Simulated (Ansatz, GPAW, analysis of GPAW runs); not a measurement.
# Hyperfine coupling of the neutral SiVN centre in diamond (PBE) (GPAW), part 2 of 2

How near does this set-up come to the measured hyperfine coupling? Subject: neutral SiVN centre in diamond. Set-up: PBE, plane waves 500 eV, 64-site cell, measured lattice, k: the zone centre alone then 2x2x2 shifted, start relaxed with Ansatz. The model is a cell of 64 host atoms with 1 site emptied, Si put on another atom's site and N put on another atom's site. The isotropic coupling follows from the spin density at the nucleus, the nuclear g-factor and the total spin. The measured lattice removes the functional's error in the volume.

GPAW 26.7.0; PBE, plane waves 500 eV, 64-site cell, measured lattice, k: the zone centre alone then 2x2x2 shifted, start relaxed with Ansatz.

So far: The starting structure; Relaxation, charge 0.

## (2) Relaxation, charge 0 (continued)

Level of this step: GPAW plane-wave PAW DFT, PBE; relaxation of all atoms of a defect supercell (GPAW).

Hardly anything moved in the relaxation; the energy changed by under 0.2 meV an atom.

The atoms nearest to the centre after the run:

| atom | distance (Å) |
| --- | --- |
| N4 | 1.033 |
| Si7 | 1.069 |
| C10 | 1.972 |
| C9 | 1.975 |
| C6 | 2.090 |
| C5 | 2.093 |
| C1 | 2.275 |
| C41 | 2.300 |
| C26 | 2.303 |

This step gave:

```
total moment : 1.0000 μB
```

## (3) Hyperfine parameters

The relaxed structure is kept, and the final numbers are taken at the final level and k-points.

This step: GPAW plane-wave PAW DFT, PBE; single point of a defect supercell.

run.py reads:

```python
import numpy as np
from ase.io import read, write
from ase.parallel import parprint, world
from gpaw import GPAW, PW
from gpaw.hyperfine import hyperfine_parameters
from gpaw.mpi import serial_comm
from ase import units

atoms = read('POSCAR')
magmoms = np.zeros(len(atoms))
magmoms[[3, 6, 8, 9]] = 1 / 4
atoms.set_initial_magnetic_moments(magmoms)
calc = GPAW(mode=PW(500),
            xc='PBE',
            kpts={'size': (2, 2, 2), 'gamma': False},
            occupations={'name': 'fermi-dirac', 'width': 0.01, 'fixmagmom': True},
            nbands=135,
            convergence={'density': 1e-05, 'bands': 132},
            maxiter=150,
            symmetry={'point_group': False},
            txt='gpaw.txt')
atoms.calc = calc
energy = atoms.get_potential_energy()
forces = atoms.get_forces()
parprint(f'Energy: {energy:.6f} eV, largest force {np.linalg.norm(forces, axis=1).max():.4f} eV/A')
calc.write('gs.gpw')
write('final.xyz', atoms)
parprint('Moments:', atoms.get_magnetic_moments().round(3))
for s in range(calc.get_number_of_spins()):
    parprint('Levels (eV), spin', s, calc.get_eigenvalues(kpt=0, spin=s)[-16:].round(3))
mhz = units._e / units._hplanck * 1e-6 / max(abs(atoms.get_magnetic_moment()), 1e-9)
world.barrier()
if world.rank == 0:
    serial = GPAW('gs.gpw', communicator=serial_comm, txt=None)
    A = hyperfine_parameters(serial)  # eV, to be multiplied by the nuclear g-factor
    parprint('Coupling n 14N (MHz):', round(np.mean([np.trace(A[i]) / 3 for i in [3]]) * 0.403761 * mhz, 3))
```

POSCAR reads:

```
C  N  C  Si C 
 1.0000000000000000
     7.1334799999999996    0.0000000000000000    0.0000000000000000
     0.0000000000000000    7.1334799999999996    0.0000000000000000
     0.0000000000000000    0.0000000000000000    7.1334799999999996
 C   N   C   Si  C  
   3   1   2   1  56
Direct
  0.0018890471410868  0.0024246286524950  0.2549985238621262
  0.0049664791938857  0.2536832499705614  0.0052130853384323
[... 1 atom line left out ...]
  0.1214649806265665  0.1219998135552353  0.3902759662885436
  0.1249037468388500  0.3897063354772144  0.1244530004990552
  0.3891726128060918  0.1254378760436701  0.1244534406769207
  0.3219833643607327  0.3225174795471494  0.3113555866141069
[... 1 atom line left out ...]
 -0.0043134458917667  0.2473196896886232  0.5053082801101285
  0.2467834759472235 -0.0037787489416105  0.5053090875701621
[... 2 atom lines left out ...]
  0.1204392077919893  0.3753145982045229  0.6273839486477849
  0.3747799727482238  0.1209743168832042  0.6273834930496756
[... 11 atom lines left out ...]
  0.2347490411412102  0.5001141126070304  0.5011700530456383
[... 5 atom lines left out ...]
  0.5045575665733975 -0.0023975198640776  0.2493564319238296
[... 8 atom lines left out ...]
  0.4995789979084542  0.2352836105238958  0.5011698918339996
[... 21 atom lines left out ...]
  0.8753972282812877  0.8759313855229145  0.8755643570879852
```

The run is started by

```sh
> OMP_NUM_THREADS=1 mpirun -n 4 gpaw python run.py > stdout
```

The log of the run:

```text
__  _  _
 | _ |_)|_||  |
 |__||  | ||/\| - 26.7.0

Input parameters:
  mode=PW(ecut=500.0),
  convergence={'density': 1e-05, 'bands': 132},
  kpts=MonkhorstPack(size=(2, 2, 2), gamma=False),
  maxiter=150,
  nbands=135,
  occupations=Occupations(name='fermi-dirac', width=0.01, fixmagmom=True),
  symmetry=Symmetry(point_group=False),
  xc=XC(name='PBE')

Diagonalizing LCAO Hamiltonian
Converting LCAO to pw mode
     .-----------------.
    /|       C         |
   / |  C  C  C  C  C  |
  /  |C C  C   C C     |
 *   | C C  C   C C  C |
 |  C|C   C  C C   C  C|
 C   C C   C CC     C  |
 |   |C C     CCCC  C  |
 |   | C C C    CCC    |
 |  N.--SiC-CC-----C-C-.
 |  /C        C C     /
 C /     C       C   /
 |/                 /
 *----C--------C---*

Atoms  # Å, Bohr magnetons
|    | symbol |         x |         y |         z |    initial magnetic moments |
|----|--------|-----------|-----------|-----------|-----------------------------|
|  0 |      C |  0.013475 |  0.017296 |  1.819027 | ( 0.0000,  0.0000,  0.0000) |
|  1 |      C |  0.035428 |  1.809644 |  0.037187 | ( 0.0000,  0.0000,  0.0000) |
|  2 |      C |  1.805833 |  0.039250 |  0.037192 | ( 0.0000,  0.0000,  0.0000) |
|  3 |      N |  0.866468 |  0.870283 |  2.784026 | ( 0.0000,  0.0000,  0.2500) |
|  4 |      C |  0.890998 |  2.779962 |  0.887783 | ( 0.0000,  0.0000,  0.0000) |
|  5 |      C |  2.776155 |  0.894809 |  0.887786 | ( 0.0000,  0.0000,  0.0000) |
|  6 |     Si |  2.296862 |  2.300672 |  2.221049 | ( 0.0000,  0.0000,  0.2500) |
|  7 |      C |  0.002482 |  0.006291 |  5.374599 | ( 0.0000,  0.0000,  0.0000) |
|  8 |      C | -0.030770 |  1.764250 |  3.604607 | ( 0.0000,  0.0000,  0.2500) |
|  9 |      C |  1.760425 | -0.026956 |  3.604612 | ( 0.0000,  0.0000,  0.2500) |
| 10 |      C |  1.782266 |  1.786078 |  5.359802 | ( 0.0000,  0.0000,  0.0000) |
| 11 |      C |  0.905551 |  0.909360 |  6.266874 | ( 0.0000,  0.0000,  0.0000) |
[...]
| 58 |      C |  5.342434 |  5.346248 |  5.345056 | ( 0.0000,  0.0000,  0.0000) |
| 59 |      C |  4.452937 |  4.456750 |  6.217355 | ( 0.0000,  0.0000,  0.0000) |
| 60 |      C |  4.447485 |  6.223671 |  4.450161 | ( 0.0000,  0.0000,  0.0000) |
| 61 |      C |  6.219851 |  4.451298 |  4.450153 | ( 0.0000,  0.0000,  0.0000) |
| 62 |      C |  6.244629 |  6.248439 |  6.245821 | ( 0.0000,  0.0000,  0.0000) |

Unit cell  # Å
| periodic |        x |        y |        z |  lengths |    angles |
|----------|----------|----------|----------|----------|-----------|
|      yes | 7.133480 | 0.000000 | 0.000000 | 7.133480 | 90.000000 |
|      yes | 0.000000 | 7.133480 | 0.000000 | 7.133480 | 90.000000 |
|      yes | 0.000000 | 0.000000 | 7.133480 | 7.133480 | 90.000000 |

Number of symmetries: 1
Symmetry operations  # r_c * U_cc + t_c -> r_c
|   | kind |            matrix            |
|---|------|------------------------------|
| 0 |  E   |  1, 0, 0,  0, 1, 0,  0, 0, 1 |

BZ-sampling:
  Number of BZ points: 8
  Number of IBZ points: 4

  Monkhorst-Pack size: [2, 2, 2]
  Monkhorst-Pack shift: [0, 0, 0]

K-points  # in reciprocal-cell coordinates
|   |                                coordinates |     weight |
|---|--------------------------------------------|------------|
| 0 | (  0.25000000,  -0.25000000,  -0.25000000) | 0.25000000 |
| 1 | (  0.25000000,  -0.25000000,   0.25000000) | 0.25000000 |
| 2 | (  0.25000000,   0.25000000,  -0.25000000) | 0.25000000 |
| 3 | (  0.25000000,   0.25000000,   0.25000000) | 0.25000000 |

Plane wave coefficients: 9228
Cutoff: 500.0 eV

Spin-components: 2 (collinear spins)
Bands:           135
Projectors:      315
Spin-degeneracy: 1
Datatype:        complex128

Density:
  Valence electrons: 253.0
  Components: 2
  Grid points: [40 40 40]
  Charge: 0.0  # |e|

Potential:
  Grid points: [40 40 40]

species:
  C:
    name:    Carbon
    Z:       6.0
    valence: 4
    core:    2
    charge:  0.0  # [|e|]
    compensation charges:
      type: gauss
      rc: 0.20  # [Å]
      lmax: 2
    cutoffs:
      filter: 1.14  # [Å]
      core: 1.14  # [Å]
    projectors
    | kind |    occ | energy [eV] | rcut [Å] |
    |------|--------|-------------|----------|
    |   2s |  2.000 |     -13.751 |    0.635 |
    |   2p |  2.000 |      -5.284 |    0.635 |
    |    s |        |      13.461 |    0.635 |
    |    p |        |      21.927 |    0.635 |
    |    d |        |       0.000 |    0.635 |

    Using partial waves for C as LCAO basis

  N:
    name:    Nitrogen
    Z:       7.0
    valence: 5
    core:    2
    charge:  0.0  # [|e|]
    compensation charges:
      type: gauss
      rc: 0.18  # [Å]
      lmax: 2
    cutoffs:
      filter: 1.11  # [Å]
      core: 0.96  # [Å]
    projectors
    | kind |    occ | energy [eV] | rcut [Å] |
    |------|--------|-------------|----------|
    |   2s |  2.000 |     -18.583 |    0.603 |
    |   2p |  3.000 |      -7.089 |    0.529 |
    |    s |        |       8.629 |    0.603 |
    |    p |        |      20.123 |    0.529 |
    |    d |        |       0.000 |    0.577 |

    Using partial waves for N as LCAO basis

  Si:
    name:    Silicon
    Z:       14.0
    valence: 4
    core:    10
    charge:  0.0  # [|e|]
    compensation charges:
      type: gauss
[...]
History deletion threshold: 6.0
  Fourier metric: weight=20.0, sigma=0.015

occupation numbers:
  Fixed magnetic moment: 1.000
  Fermi-Dirac:
    width: 0.0100  # eV

poisson solver:
  ecut: 4000.0  # eV

xc functional:
  name: PBE with 2 nearest neighbor stencil

Initialization done in: 20.250 s

convergence criteria:
- Maximum integral of absolute [dens]ity change: 1e-05 electrons / valence electron
- Maximum [total energy] change in last 3 cyles: 0.0005 eV / valence electron
- Maximum integral of absolute [eigenst]ate change: 4e-08 eV^2 / valence electron
maximum number of iterations: 150

SCF iterations
|iter     | |      energy | eigst |  dens |  magmom |
|---------|-|-------------|-------|-------|---------|
|iter:   1| | -577.914714 | +0.19 |       |  +0.9956|
|iter:   2| | -575.690682 | -1.55 | -0.78 |  +0.9958|
|iter:   3| | -562.255319 | -1.04 | -0.81 |  +0.9987|
|iter:   4| | -562.080495 | -1.59 | -1.45 |  +0.9997|
|iter:   5| | -562.043455 | -1.77 | -2.13 |  +0.9998|
|iter:   6| | -562.039339c| -1.98 | -2.39 |  +0.9999|
|iter:   7| | -562.038658c| -2.09 | -2.78 |  +1.0000|
|iter:   8| | -562.038794c| -2.06 | -3.21 |  +1.0000|
|iter:   9| | -562.038800c| -2.16 | -3.53 |  +1.0000|
|iter:  10| | -562.038821c| -2.30 | -3.85 |  +1.0000|
|iter:  11| | -562.038829c| -2.48 | -4.15 |  +1.0000|
|iter:  12| | -562.038831c| -2.61 | -4.47 |  +1.0000|
|iter:  13| | -562.038832c| -2.71 | -4.85 |  +1.0000|
|iter:  14| | -562.038832c| -2.84 | -5.20c|  +1.0000|
|iter:  15| | -562.038832c| -2.91 | -5.49c|  +1.0000|
|iter:  16| | -562.038832c| -3.00 | -5.88c|  +1.0000|
|iter:  17| | -562.038832c| -3.09 | -6.21c|  +1.0000|
|iter:  18| | -562.038832c| -3.19 | -6.50c|  +1.0000|
|iter:  19| | -562.038832c| -3.20 | -6.77c|  +1.0000|
|iter:  20| | -562.038832c| -3.24 | -7.13c|  +1.0000|
|iter:  21| | -562.038832c| -3.33 | -7.42c|  +1.0000|
|iter:  22| | -562.038832c| -3.48 | -7.68c|  +1.0000|
|iter:  23| | -562.038832c| -3.59 | -8.04c|  +1.0000|
|iter:  24| | -562.038832c| -3.72 | -8.43c|  +1.0000|
|iter:  25| | -562.038832c| -3.81 | -8.77c|  +1.0000|
|iter:  26| | -562.038832c| -3.96 | -9.08c|  +1.0000|
|iter:  27| | -562.038832c| -4.04 | -9.39c|  +1.0000|
|iter:  28| | -562.038832c| -4.17 | -9.74c|  +1.0000|
|iter:  29| | -562.038832c| -4.26 |-10.06c|  +1.0000|
|iter:  30| | -562.038832c| -4.41 |-10.30c|  +1.0000|
|iter:  31| | -562.038832c| -4.51 |-10.64c|  +1.0000|
|iter:  32| | -562.038832c| -4.65 |-10.97c|  +1.0000|
|iter:  33| | -562.038832c| -4.78 |-11.25c|  +1.0000|
|iter:  34| | -562.038832c| -4.93 |-11.49c|  +1.0000|
|iter:  35| | -562.038832c| -5.07 |-11.88c|  +1.0000|
|iter:  36| | -562.038832c| -5.23 |-12.16c|  +1.0000|
|iter:  37| | -562.038832c| -5.37 |-12.40c|  +1.0000|
|iter:  38| | -562.038832c| -5.51 |-12.66c|  +1.0000|
[...]
|iter:  46| | -562.038832c| -6.64 |-14.93c|  +1.0000|
|iter:  47| | -562.038832c| -6.85 |-15.05c|  +1.0000|
|iter:  48| | -562.038832c| -6.94 |-15.16c|  +1.0000|
|iter:  49| | -562.038832c| -7.15 |-15.22c|  +1.0000|
|iter:  50| | -562.038832c| -7.23 |-15.26c|  +1.0000|
|iter:  51| | -562.038832c| -7.40c|-15.31c|  +1.0000|

Converged in 51 steps
SCF loop duration: 553.988 s (10.863 s/step)
Energy contributions relative to reference atoms: (reference = -72053.380799)

Energy contributions:
  Kinetic:         529.847786
  Coulomb:        -489.765530
  Zero:              0.569316
  External:          0.000000
  Xc:             -602.690404
  Entropy:          -0.000000
  Spinorbit:         0.000000
  ----------------------------
  Free energy:    -562.038832
  Extrapolated:   -562.038832

dipole moment: (-1.235408, -0.304925, -0.261287)  # |e|*Ang

Total magnetic moment: (0.000000, 0.000000, 1.000000)

Local magnetic moments
|        x |        y |        z |
|----------|----------|----------|
| 0.000000 | 0.000000 | 0.000661 |  # C    0
| 0.000000 | 0.000000 | 0.000063 |  # C    1
| 0.000000 | 0.000000 | 0.000063 |  # C    2
| 0.000000 | 0.000000 | 0.004864 |  # N    3
| 0.000000 | 0.000000 | 0.068231 |  # C    4
| 0.000000 | 0.000000 | 0.068231 |  # C    5
| 0.000000 | 0.000000 | 0.027560 |  # Si   6
| 0.000000 | 0.000000 | 0.001562 |  # C    7
| 0.000000 | 0.000000 | 0.001762 |  # C    8
| 0.000000 | 0.000000 | 0.001762 |  # C    9
[...]
Fermi levels: 14.494, 12.299
Eigenvalues  # (at kpt = [0.250, -0.250, -0.250])
| band index |      eig [eV] | occ [0-1] |      eig [eV] | occ [0-1] |
|------------|---------------|-----------|---------------|-----------|
|          0 |        -9.322 |     1.000 |        -9.308 |     1.000 |
|        ... |               |           |               |           |
|        119 |         9.976 |     1.000 |         9.998 |     1.000 |
|        120 |        10.064 |     1.000 |        10.088 |     1.000 |
|        121 |        10.447 |     1.000 |        10.555 |     1.000 |
|        122 |        10.629 |     1.000 |        10.768 |     1.000 |
|        123 |        10.775 |     1.000 |        10.853 |     1.000 |
|        124 |        11.097 |     1.000 |        11.126 |     1.000 |
|        125 |        11.713 |     1.000 |        11.896 |     1.000 |
|        126 |        12.276 |     1.000 |        12.543 |     0.000 |
|        127 |        16.502 |     0.000 |        16.523 |     0.000 |
|        128 |        16.896 |     0.000 |        16.922 |     0.000 |
|        129 |        17.003 |     0.000 |        17.019 |     0.000 |
|        130 |        17.133 |     0.000 |        17.162 |     0.000 |
|        131 |        17.204 |     0.000 |        17.223 |     0.000 |
|        132 |        17.237 |     0.000 |        17.255 |     0.000 |
|        133 |        17.479 |     0.000 |        17.518 |     0.000 |
|        134 |        17.787 |     0.000 |        17.808 |     0.000 |

Gap: 3.458 eV
Transition (v -> c):
  (s=1, k=2, n=126, [0.25, 0.25, -0.25]) -> (s=0, k=3, n=127, [0.25, 0.25, 0.25])
Direct/indirect transitions are different
Direct gap: 3.557 eV
Transition at: (s=1->0, k=2, n=126, [0.25, 0.25, -0.25])

Forces  # eV/Ang
|        x |        y |        z |
|----------|----------|----------|
[...]
|  0.02667 |  0.02650 | -0.07834 |  # C   58
| -0.03399 | -0.03416 |  0.11680 |  # C   59
| -0.01260 | -0.02470 |  0.08598 |  # C   60
| -0.02467 | -0.01275 |  0.08617 |  # C   61
| -0.03984 | -0.03997 |  0.08834 |  # C   62

# Writing to gs.gpw (mode='')
```

Wall time 9.7 min (4 MPI ranks of Arm Neoverse V1, shared host); peak memory 2.4 GiB.

Read from the output:

```
total moment : 1.000 μB
```

## (4) Outcome

| Quantity | Value |
| --- | --- |
| isotropic 14N coupling | -0.3 MHz |

In words: Isotropic 14N coupling: computed -0.3 MHz, measured -3.556 MHz; 3.2 MHz (91 %) smaller in size than the measurement. Only the isotropic (Fermi contact) part is computed, with core polarisation; no vibrational averaging. Limits: the periodic copies of the defect are only 7.1 Å apart.

[Logs are printed without paths, hosts, clocks, repeated set-up lines and the standing remarks that a program may print on its own settings, such as how far it seeks lower states.]

[Hosts, paths, dates, database ids (printed as entryN), source tags and the programs' standing remarks are cut or masked in the printed files.]

[For some hosts the program warned that the k-mesh of the response run may be too coarse for force constants and the static dielectric constant; such warnings are not shown here.]
